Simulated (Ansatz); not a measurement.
## Resistivity from frozen vibrations: Au(111) with 4 thermally displaced layers, 2x2

Wanted: the phonon-limited resistivity of Au at 80 K by the Landauer route.

Program: Ansatz 0.2.0. Level of theory: Ansatz plane-wave DFT, PBE, PAW files; ballistic transport by layer matching (Landauer), zero bias; PAW set soft_1. Results are calculated unless marked as measured.

### 1. Starting point

The cell holds 40 atoms: 40 Au. Cell: a = 5.768 Å, b = 5.768 Å, c = 23.605 Å, α = 93.5°, β = 86.5°, γ = 120.0°. It derives from Au. Regions: lead, 24 atoms (24 Au); scattering region, 16 atoms (16 Au). The structure is stacked along c, and the current runs across the ab planes.

### 2. With 4 displaced layers

Each atom of 4 layers is moved at random, by amounts drawn from a normal law 0.0492 Å wide in each direction from the Debye model (165 K) at 80 K. The layers about the cell's end stay perfect and serve as the lead. Disorder leaves little or no symmetry, which makes such runs dear. Energies from -0.05 to 0.05 eV in steps of 0.05 eV are too few for the program's thermal sum, so it prints no conductance; for a metal the transmission near the Fermi level serves, at a fraction of the cost.

File input.yaml:

```yaml
crystal:
  lattice:
    - [5.7675164607, 0.0, 0.0]
    - [-2.8837582304, 4.9948157718, 0.0]
    - [1.4418791152, -0.8324692953, 23.5457873532]
  atoms:
    - { symbol: Au, position: [0.9916666667, 0.0083333333, 0.05] }
    - { symbol: Au, position: [0.9916666667, 0.5083333333, 0.05] }
    - { symbol: Au, position: [0.4916666667, 0.0083333333, 0.05] }
    - { symbol: Au, position: [0.4916666667, 0.5083333333, 0.05] }
    - { symbol: Au, position: [0.1416666667, 0.3583333333, 0.15] }
    - { symbol: Au, position: [0.1416666667, 0.8583333333, 0.15] }
    - { symbol: Au, position: [0.6416666667, 0.3583333333, 0.15] }
    - { symbol: Au, position: [0.6416666667, 0.8583333333, 0.15] }
    - { symbol: Au, position: [0.2916666667, 0.2083333333, 0.25] }
    - { symbol: Au, position: [0.2916666667, 0.7083333333, 0.25] }
    - { symbol: Au, position: [0.7916666667, 0.2083333333, 0.25] }
    - { symbol: Au, position: [0.7916666667, 0.7083333333, 0.25] }
    - { symbol: Au, position: [0.9482243526, 0.0721444306, 0.3525574027] }
    - { symbol: Au, position: [0.9360333707, 0.5552166861, 0.3488987421] }
    - { symbol: Au, position: [0.4459876193, 0.0580413903, 0.35155961] }
    - { symbol: Au, position: [0.433662347, 0.5737203127, 0.3497986351] }
    - { symbol: Au, position: [0.096926566, 0.4068570878, 0.4492083849] }
    - { symbol: Au, position: [0.0997431994, 0.9163790611, 0.449577087] }
    - { symbol: Au, position: [0.5940419739, 0.4147802023, 0.4481825972] }
    - { symbol: Au, position: [0.580934191, 0.9119880183, 0.4485997572] }
    - { symbol: Au, position: [0.2214521787, 0.2501573474, 0.5490235856] }
    - { symbol: Au, position: [0.2241364165, 0.7436548089, 0.5500765053] }
    - { symbol: Au, position: [0.7484269303, 0.2557796752, 0.5484472591] }
    - { symbol: Au, position: [0.7485831941, 0.7652891323, 0.5493735325] }
    - { symbol: Au, position: [0.901514744, 0.1185269967, 0.6495678437] }
    - { symbol: Au, position: [0.8863564972, 0.6118416324, 0.6505169129] }
    - { symbol: Au, position: [0.3949416544, 0.0954581263, 0.6486184522] }
    - { symbol: Au, position: [0.3759429162, 0.5913083201, 0.6502640145] }
    - { symbol: Au, position: [0.0416666667, 0.4583333333, 0.75] }
    - { symbol: Au, position: [0.0416666667, 0.9583333333, 0.75] }
    - { symbol: Au, position: [0.5416666667, 0.4583333333, 0.75] }
    - { symbol: Au, position: [0.5416666667, 0.9583333333, 0.75] }
    - { symbol: Au, position: [0.1916666667, 0.3083333333, 0.85] }
    - { symbol: Au, position: [0.1916666667, 0.8083333333, 0.85] }
    - { symbol: Au, position: [0.6916666667, 0.3083333333, 0.85] }
    - { symbol: Au, position: [0.6916666667, 0.8083333333, 0.85] }
    - { symbol: Au, position: [0.8416666667, 0.1583333333, 0.95] }
    - { symbol: Au, position: [0.8416666667, 0.6583333333, 0.95] }
    - { symbol: Au, position: [0.3416666667, 0.1583333333, 0.95] }
    - { symbol: Au, position: [0.3416666667, 0.6583333333, 0.95] }
kpoints:
  mp_grid: { grid: [5, 5, 1] }
hamiltonian:
  xc: pbe
  pseudopotentials: { kind: paw, azcp: { folder: soft_1 } }
scf:
  occupations: { method: fermi_dirac, width: 0.1 }
output:
  transmission:
    leads: [[0, 4]]
    kmesh: [10, 10]
    e_range: [-0.05, 0.05]
    de: 0.05
  write_potential: true
  write_density: true
  volumetric_format: npy
```

On the command line:

```
ansatz run input.yaml --threads 4 --pin off --max-ram 15360MiB --backend cpu --events-out ev --progress --plain --runs-dir out
```

Numbers of over 12 decimals in the logs are rounded to 6 here.

The log of the run:

```text
Engine: ansatz 0.2.0, x86_64-unknown-linux-gnu
Pseudopotentials: kind: paw
Pseudopotential: Au, paw, valence charge 19, recommended cutoff 420 eV (normal), soft_1/Au.paw.azcp
Functional definition: PBE
  parameter kappa = 0.804
  parameter beta = 0.066725
  exchange = pbe_x(kappa = kappa, mu = beta*pi^2/3)
  correlation = pbe_c(beta = beta)
Crystal: 40 atoms, lattice volume = 678.300 Å³
Basis set: ecut = 420 eV, 13321 PW (Γ)
Bands: 456, of which v1, the nominal top of the filled ones, is band 380 counted from 1 (379 counted from 0)
Symmetry: 1 space group operations
Space group: P1 (ITA 1), of the structure as read, at distance tolerance 8.8e-5 Å
k-points: 13 of 25 (time reversal used)
Non-local potential: Au, projectors of the file, l = 0: 3, l = 1: 2, l = 2: 2, l = 3: 1
PAW form: soft (Blöchl's): semilocal exchange-correlation on the pseudo side does not see the compensation charge
PAW one-centre angular grid: Au, 590 points (default); XC on 64 Gauss nodes
Initial density: superposition of atomic densities (chi_scale 0.1, normalization cell)
Initial wavefunctions: pseudopotential atomic-orbital guess
Functional: x = pbe(κ = 0.804, μ = 0.219515), c = pbe(β = 0.066725)
SCF iter   1: F=—  HF=-526056.788917 eV  |F-HF|=—  |Δ(HF+E_count)|=         —  Δρ=6.75e-2  dr2=3.40e1  ethr=3.10e-3  ⟨swp⟩=4.0  Hψ=17662  notcnv=0  defer=81
preconditioner: auto → Kerker (q_TF=auto, 2.781 Å⁻¹)  [metal: Δε(μ)=0.008 eV  Ē_g=10.168 eV  σ=0.100 eV  W_gap=0.02  n_scr=260 (ndim 8)  ℏωp=29.9 eV  f_vac=0.000  D(μ)=18.64/eV (n_scr^D=122)]
SCF iter   2: F=—  HF=-526048.689951 eV  |F-HF|=—  |Δ(HF+E_count)|=    8.10e0  Δρ=3.10e-2  dr2=6.94e0  ethr=3.10e-3  ⟨swp⟩=2.8  Hψ=9746  notcnv=0  defer=714
SCF iter   3: F=—  HF=-526046.748012 eV  |F-HF|=—  |Δ(HF+E_count)|=    1.94e0  Δρ=7.44e-3  dr2=2.22e-1  ethr=9.13e-4  ⟨swp⟩=2.0  Hψ=8243  notcnv=0  defer=714
SCF iter   4: F=—  HF=-526046.809789 eV  |F-HF|=—  |Δ(HF+E_count)|=   6.18e-2  Δρ=1.28e-3  dr2=6.45e-3  ethr=2.92e-5  ⟨swp⟩=2.7  Hψ=11798  notcnv=0  defer=714
SCF iter   5: F=—  HF=-526046.813420 eV  |F-HF|=—  |Δ(HF+E_count)|=   3.63e-3  Δρ=2.84e-4  dr2=6.03e-4  ethr=8.49e-7  ⟨swp⟩=2.0  Hψ=8076  notcnv=0  defer=714
SCF iter   6: F=—  HF=-526046.813425 eV  |F-HF|=—  |Δ(HF+E_count)|=   5.32e-6  Δρ=7.41e-5  dr2=5.05e-5  ethr=7.93e-8  ⟨swp⟩=2.8  Hψ=8038  notcnv=0  defer=714
SCF iter   7: F=—  HF=-526046.813827 eV  |F-HF|=—  |Δ(HF+E_count)|=   4.02e-4  Δρ=2.64e-5  dr2=6.83e-6  ethr=6.65e-9  ⟨swp⟩=2.5  Hψ=9138  notcnv=0  defer=714
SCF iter   8: F=—  HF=-526046.813826 eV  |F-HF|=—  |Δ(HF+E_count)|=   5.19e-7  Δρ=5.93e-6  dr2=6.21e-7  ethr=8.99e-10  ⟨swp⟩=2.2  Hψ=8139  notcnv=0  defer=714
SCF iter   9: F=-526046.813826 eV  HF=-526046.813826 eV  |F-HF|=8.48e-8  |Δ(HF+E_count)|=   4.56e-8  Δρ=1.29e-6  dr2=9.05e-8  ethr=1.32e-11  ⟨swp⟩=8.6  Hψ=22648  notcnv=0
SCF 1 converged in 9 iterations: F = -526046.813826 eV  dr2 = 9.05e-8
  greatest PAW one-centre occupation: 1.000 electrons in one spin orbital (limit 2), on the Au atom at site 26 (counted from 0), in its partial waves of l = 0
transmission: 162 of 1560 steps passed
transmission: 315 of 1560 steps passed
[...]
transmission: 1560 of 1560 steps passed
SCF converged after 9 iterations
Free energy (F): -526046.813826 eV
Harris-Foulkes:  -526046.813826 eV  (|F-HF|=8.48e-8)
Internal energy: -526046.333076 eV  (E = F + TS)
E sigma→0 (E₀):  -526046.573451 eV
Entropy (-TS):   -0.480751 eV (-12.019 meV/atom)
Fermi energy:    20.731449 eV
--- Per-component energies (eV) ---
  E_band       = -8239.119437
  E_kinetic    = 23140.434966
  E_local      = -67817.031969  (includes V_loc(G=0)·N_el)
  E_nonlocal   = 3921.325497
  E_hartree    = 29418.183623
  E_xc         = -8623.886332
  E_vxc        = -10475.570968  (∫ρ·V_xc dr)
  E_paw        = -389264.575895  (= ΣΔE_a)
  E_vpaw       = -15844.729995  (= ΣTr[D̂ρ^β])
  E_aug_tail   = 0.067480  (compensation charges beyond the density's cutoff)
  E_ewald      = -116820.850446
  E_smearing   = -0.480751  (= −TS)
  E_closure    = -0.000000  (closes the sum)
  Σ components = -526046.813826   (vs F -526046.813826, Δ=0.00e0)
--- Band table (eV; the first three rows and the last of 13) ---
  k-point 0: bands = [... 376 lower, 20.7768, 21.2293, 21.2456, 21.2622, 21.2731, 21.5548, 21.5711, 21.6962, ... 72 higher]
  k-point 1: bands = [... 376 lower, 20.3353, 20.4282, 20.4989, 20.6496, 20.7648, 20.8566, 20.9658, 21.0586, ... 72 higher]
  k-point 2: bands = [... 376 lower, 20.5197, 20.5284, 20.5620, 20.5801, 20.6401, 20.8180, 20.8757, 21.0686, ... 72 higher]
  k-point 12: bands = [... 376 lower, 19.5184, 20.2031, 20.3714, 20.7257, 20.7585, 20.8083, 21.2690, 22.2546, ... 72 higher]
--- Transmission ---
  basis      : 253 plane waves across, 30 finite elements along
  points     : 52, standing for a mesh of 10 x 10
  energies   : 3 from -0.050000 to 0.050000 eV about the Fermi level, 0.050000 eV apart; the leads are filled to 0.000000 eV, and channels, transmission and decay are at 0.000000 eV
  crystal 0  : Au4, at the sites [0, 4], period 2.3546 Å, over 14.13 Å; its Hamiltonian steps by up to 3.1 meV
    offset         : up to 0.0000 Å between an atom of the period and one for which it stands
    channels       : 3.210000e0 a spin
    conductance    : none, the energies end too early or step too widely for 300 K: set another output.transmission.e_range or a lower de, or, where they end at an eighth of basis.ecutwfc, a higher one
  junction   : crystal 0 to crystal 0, 0.70 to 21.89 Å
    transmission   : 3.186852e0 a spin
    conductance    : none, the energies end too early or step too widely for 300 K: set another output.transmission.e_range or a lower de, or, where they end at an eighth of basis.ecutwfc, a higher one
```

The job ended after 8.4 min (4 threads of AMD EPYC 7R43, shared host; peak memory 6.6 GiB; 29 min of CPU time).

This step gave:

| Property | Result |
| --- | --- |
| free energy | -526046.8138 eV |
| energy at zero smearing | -526046.5735 eV |
| Fermi energy | 20.73 eV |
| cell area | 28.81 Å² |
| transmission per spin nearest the Fermi level | 3.187 |
| open channels per spin nearest the Fermi level | 3.21 |
| step of the lead's potential | 3.1 meV |

Per spin. The transmission, zone mean stays at 3.19 for energy from -0.05 to 0.05 eV.

Per spin. The open channels, zone mean, lead stays at 3.21 for energy from -0.05 to 0.05 eV.

Transmission over k1 and k2. At 0.0000 eV from the Fermi level.

Ten even steps from '0' (2.92) to '9' (3.95):
```
0900090000
0090090000
0009090000
0000000000
9999000999
0000000000
0000090900
0000090090
0000090009
9000090000
```
Columns: k1 (b1) from -0.5 to 0.4; rows upwards: k2 (b2) from -0.5 to 0.4.

Open channels over k1 and k2. At 0.0000 eV from the Fermi level.

Ten even steps from '_' (3.00) to '@' (4.00):
```
__@@______@@________
____@@____@@________
______@@__@@________
____________________
@@@@@@@@______@@@@@@
____________________
__________@@__@@____
__________@@____@@__
__________@@______@@
@@________@@________
```
Columns: k1 (b1) from -0.5 to 0.4; rows upwards: k2 (b2) from -0.5 to 0.4.

Over the solved energies the transmission per spin lies between 3.19 and 3.19, out of 3.21 channels of the lead on average (up to 3.21).

### 3. With 8 displaced layers

Each atom of 8 layers is moved at random, by amounts drawn from a normal law 0.0492 Å wide in each direction from the Debye model (165 K) at 80 K. A fresh draw is used; the growth of the resistance with length is what counts.

System of this step: Au(111) with 8 thermally displaced layers, 2x2. The cell holds 56 atoms: 56 Au. Its edges and angles: a = 5.768 Å, b = 5.768 Å, c = 33.006 Å, α = 87.5°, β = 92.5°, γ = 120.0°. It derives from Au. Regions: lead, 24 atoms (24 Au); scattering region, 32 atoms (32 Au). The structure is stacked along c, and the current runs across the ab planes.

File input.yaml:

```yaml
crystal:
  lattice:
    - [5.7675164607, 0.0, 0.0]
    - [-2.8837582304, 4.9948157718, 0.0]
    - [-1.4418791152, 0.8324692953, 32.9641022945]
  atoms:
    - { symbol: Au, position: [0.005952381, 0.994047619, 0.0357142857] }
    - { symbol: Au, position: [0.005952381, 0.494047619, 0.0357142857] }
    - { symbol: Au, position: [0.505952381, 0.994047619, 0.0357142857] }
    - { symbol: Au, position: [0.505952381, 0.494047619, 0.0357142857] }
    - { symbol: Au, position: [0.1845238095, 0.3154761905, 0.1071428571] }
    - { symbol: Au, position: [0.1845238095, 0.8154761905, 0.1071428571] }
    - { symbol: Au, position: [0.6845238095, 0.3154761905, 0.1071428571] }
    - { symbol: Au, position: [0.6845238095, 0.8154761905, 0.1071428571] }
    - { symbol: Au, position: [0.3630952381, 0.1369047619, 0.1785714286] }
    - { symbol: Au, position: [0.3630952381, 0.6369047619, 0.1785714286] }
    - { symbol: Au, position: [0.8630952381, 0.1369047619, 0.1785714286] }
    - { symbol: Au, position: [0.8630952381, 0.6369047619, 0.1785714286] }
    - { symbol: Au, position: [0.0428743799, 0.950716494, 0.2520667432] }
    - { symbol: Au, position: [0.0518611349, 0.4644091406, 0.2505991608] }
    - { symbol: Au, position: [0.5434104502, 0.9450691886, 0.2509156985] }
    - { symbol: Au, position: [0.5381911199, 0.4408462823, 0.2505176081] }
    - { symbol: Au, position: [0.2218406603, 0.287564078, 0.3207736941] }
    - { symbol: Au, position: [0.2215522187, 0.7833546406, 0.3201215951] }
    - { symbol: Au, position: [0.7249468527, 0.2786062591, 0.3221631272] }
    - { symbol: Au, position: [0.721286048, 0.7903036335, 0.3223312523] }
    - { symbol: Au, position: [0.4007154295, 0.1070980723, 0.3947361137] }
    - { symbol: Au, position: [0.4065536892, 0.5854812217, 0.3941743662] }
    - { symbol: Au, position: [0.9020619469, 0.1005167908, 0.3913556654] }
    - { symbol: Au, position: [0.9034577473, 0.5886294466, 0.3937027627] }
    - { symbol: Au, position: [0.0805306843, 0.9069476838, 0.4638344979] }
    - { symbol: Au, position: [0.0677977348, 0.4246449705, 0.4665444601] }
    - { symbol: Au, position: [0.5857369619, 0.9052588577, 0.4634281569] }
    - { symbol: Au, position: [0.591256658, 0.4380611129, 0.4649139653] }
    - { symbol: Au, position: [0.2510498499, 0.2469766056, 0.5356894976] }
    - { symbol: Au, position: [0.2506968583, 0.7367214822, 0.5362918978] }
    - { symbol: Au, position: [0.7580642455, 0.2431874262, 0.5353836301] }
    - { symbol: Au, position: [0.742905713, 0.7389619708, 0.5375137494] }
    - { symbol: Au, position: [0.4261451289, 0.0509726019, 0.6091332273] }
    - { symbol: Au, position: [0.4494354013, 0.5862118977, 0.6072360963] }
    - { symbol: Au, position: [0.9237946258, 0.0508970069, 0.6091174104] }
    - { symbol: Au, position: [0.9522271345, 0.5575560627, 0.6061777023] }
    - { symbol: Au, position: [0.1140235847, 0.8787983994, 0.6781678809] }
    - { symbol: Au, position: [0.1113298745, 0.3885221756, 0.6802043902] }
    - { symbol: Au, position: [0.6177016904, 0.8960545608, 0.677945149] }
    - { symbol: Au, position: [0.6050052667, 0.3662172834, 0.6764087781] }
    - { symbol: Au, position: [0.2956912541, 0.2023799551, 0.7508649643] }
    - { symbol: Au, position: [0.3029999026, 0.7211475491, 0.7512109174] }
    - { symbol: Au, position: [0.799613144, 0.2074076674, 0.7489584822] }
    - { symbol: Au, position: [0.7827473166, 0.7038100687, 0.7483148186] }
    - { symbol: Au, position: [0.4702380952, 0.0297619048, 0.8214285714] }
    - { symbol: Au, position: [0.4702380952, 0.5297619048, 0.8214285714] }
    - { symbol: Au, position: [0.9702380952, 0.0297619048, 0.8214285714] }
    - { symbol: Au, position: [0.9702380952, 0.5297619048, 0.8214285714] }
    - { symbol: Au, position: [0.1488095238, 0.8511904762, 0.8928571429] }
    - { symbol: Au, position: [0.1488095238, 0.3511904762, 0.8928571429] }
    - { symbol: Au, position: [0.6488095238, 0.8511904762, 0.8928571429] }
    - { symbol: Au, position: [0.6488095238, 0.3511904762, 0.8928571429] }
    - { symbol: Au, position: [0.3273809524, 0.1726190476, 0.9642857143] }
    - { symbol: Au, position: [0.3273809524, 0.6726190476, 0.9642857143] }
    - { symbol: Au, position: [0.8273809524, 0.1726190476, 0.9642857143] }
    - { symbol: Au, position: [0.8273809524, 0.6726190476, 0.9642857143] }
kpoints:
  mp_grid: { grid: [5, 5, 1] }
hamiltonian:
  xc: pbe
  pseudopotentials: { kind: paw, azcp: { folder: soft_1 } }
scf:
  occupations: { method: fermi_dirac, width: 0.1 }
output:
  transmission:
    leads: [[0, 4]]
    kmesh: [10, 10]
    e_range: [-0.05, 0.05]
    de: 0.05
  write_potential: true
  write_density: true
  volumetric_format: npy
```

The log of the run:

```text
[...]
Crystal: 56 atoms, lattice volume = 949.619 Å³
Basis set: ecut = 420 eV, 18659 PW (Γ)
Bands: 639, of which v1, the nominal top of the filled ones, is band 532 counted from 1 (531 counted from 0)
Symmetry: 1 space group operations
[...]
k-points: 13 of 25 (time reversal used)
[...]
SCF iter   1: F=—  HF=-736479.136636 eV  |F-HF|=—  |Δ(HF+E_count)|=         —  Δρ=6.75e-2  dr2=4.76e1  ethr=3.10e-3  ⟨swp⟩=4.0  Hψ=24731  notcnv=0  defer=149
[...]
SCF iter  10: F=-736465.176849 eV  HF=-736465.176849 eV  |F-HF|=7.71e-8  |Δ(HF+E_count)|=   8.03e-9  Δρ=1.09e-6  dr2=8.02e-8  ethr=9.40e-12  ⟨swp⟩=8.9  Hψ=32074  notcnv=0
SCF 1 converged in 10 iterations: F = -736465.176849 eV  dr2 = 8.02e-8
[...]
transmission: 226 of 2236 steps passed
transmission: 448 of 2236 steps passed
[...]
transmission: 2236 of 2236 steps passed
SCF converged after 10 iterations
Free energy (F): -736465.176849 eV
[...]
Internal energy: -736464.510454 eV  (E = F + TS)
E sigma→0 (E₀):  -736464.843651 eV
Entropy (-TS):   -0.666394 eV (-11.900 meV/atom)
Fermi energy:    20.727085 eV
[...]
--- Band table (eV; the first three rows and the last of 13) ---
  k-point 0: bands = [... 528 lower, 20.8574, 21.1721, 21.2055, 21.4187, 21.4351, 21.4508, 21.4778, 21.5968, ... 103 higher]
  k-point 1: bands = [... 528 lower, 20.3905, 20.4898, 20.6047, 20.6934, 20.7649, 20.7754, 20.8372, 20.9098, ... 103 higher]
  k-point 2: bands = [... 528 lower, 20.5011, 20.5335, 20.5551, 20.6275, 20.7289, 20.7659, 20.8563, 21.0001, ... 103 higher]
  k-point 12: bands = [... 528 lower, 19.9230, 19.9387, 20.1500, 20.8094, 20.9804, 21.1784, 21.1920, 21.2957, ... 103 higher]
--- Transmission ---
  basis      : 253 plane waves across, 43 finite elements along
  points     : 52, standing for a mesh of 10 x 10
[...]
channels       : 3.210000e0 a spin
[...]
junction   : crystal 0 to crystal 0, 0.70 to 31.31 Å
    transmission   : 3.158405e0 a spin
[...]
```

Elapsed: 14 min, on 4 threads; peak memory 8.1 GiB; 53 min of CPU time.

This step gave:

```yaml
free_energy: -736465.1768 eV
energy_at_zero_smearing: -736464.8437 eV
transmission_per_spin_nearest_the_fermi_level: 3.158
step_of_the_lead_s_potential: 2.6 meV
```

Per spin. The transmission, zone mean stays at 3.16 for energy from -0.05 to 0.05 eV.

Over the solved energies the transmission per spin lies between 3.16 and 3.16, out of 3.21 channels of the lead on average (up to 3.21).

[end of part 1 of 2]

[Logs are printed without paths, hosts, clocks, repeated set-up lines and the standing remarks that a program may print on its own settings, such as how far it seeks lower states.]

[Hosts, paths, dates, database ids (printed as entryN), source tags and the programs' standing remarks are cut or masked in the printed files.]
